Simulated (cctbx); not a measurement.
## Lattice, Laue class and space group of a new crystal

Cell: a = 3.2050 Å, b = 3.2050 Å, c = 8.8100 Å, α = 90.00°, β = 90.00°, γ = 90.00°. Expected content of the cell: Zr3 N4 B1.

Simulated single-crystal data (cctbx): Mo Kα, λ = 0.71073 Å, to d = 0.6 Å, 70 % of the full sphere, strongest reflection 5000 counts, noise from counting, a 3 % proportional error and a noise floor of 8 counts (s.d.); no absorption.

A first pass over the reflections prints:

```text
1249 reflections to d = 0.601 A
centring   violations  <I/sigma> of those
    A        258 of   620      5.5
    B        266 of   633      5.6
    C        270 of   623      5.3
    I        266 of   603      5.5
    R        362 of   832      5.6
    F        397 of   938      5.5
Laue class    unique    Rint  (classes that these axes allow; Friedel mates merged)
P -1              806   0.051
P 1 2/m 1         493   0.060
P 1 1 2/m         466   0.058
P 2/m 1 1         495   0.059
P m m m           299   0.063
P 4/m             241   0.064
P 4/m m m         174   0.066
space group    extra absences  I>4sigma  <I/sigma>
P 4 2 2                 0          0         -  acentric
P 4 m m                 0          0         -  acentric
P -4 2 m                0          0         -  acentric
P -4 m 2                0          0         -  acentric
P 4/m m m               0          0         -  centric
Wilson B = 2.23 A^2   <|E^2-1|> = 0.835 (0.968 centric, 0.736 acentric)   E^2>4: 0.0 %
shell (A)         n   <I/sigma>
 8.81 - 1.20     30     32.1
 1.20 - 0.95     24     21.8
 0.95 - 0.83     20     16.0
 0.83 - 0.76     19     10.7
 0.76 - 0.70     24     10.6
 0.70 - 0.66     17      8.5
 0.66 - 0.63     18      4.6
 0.63 - 0.60     22      4.2
```

**Question.** What are the lattice type, the Laue class and the likely space group?

Every centring test has many violations, so the lattice is primitive.

Rint stays low (0.051 to 0.066) up to P 4/m m m, the highest class in these axes.

5 settings pass the absence test. No glide or screw absences show, which leaves P 4 2 2, P 4 m m, P -4 2 m, P -4 m 2 and P 4/m m m.

⟨|E²−1|⟩ = 0.835 lies between the two ideal values. The Wilson B of 2.23 Å² means U ≈ 0.0282 Å².

The true group is P4/mmm (no. 123), Laue class 4/mmm, centrosymmetric. The tables only narrow the choice to the tied entries; cell content, site symmetry and trial solutions must settle it.

The model is made up (kin elements in a known structure type, no relaxation), so it says nothing on whether the phase exists.

[Logs are printed without paths, hosts, clocks, repeated set-up lines and the standing remarks that a program may print on its own settings, such as how far it seeks lower states.]
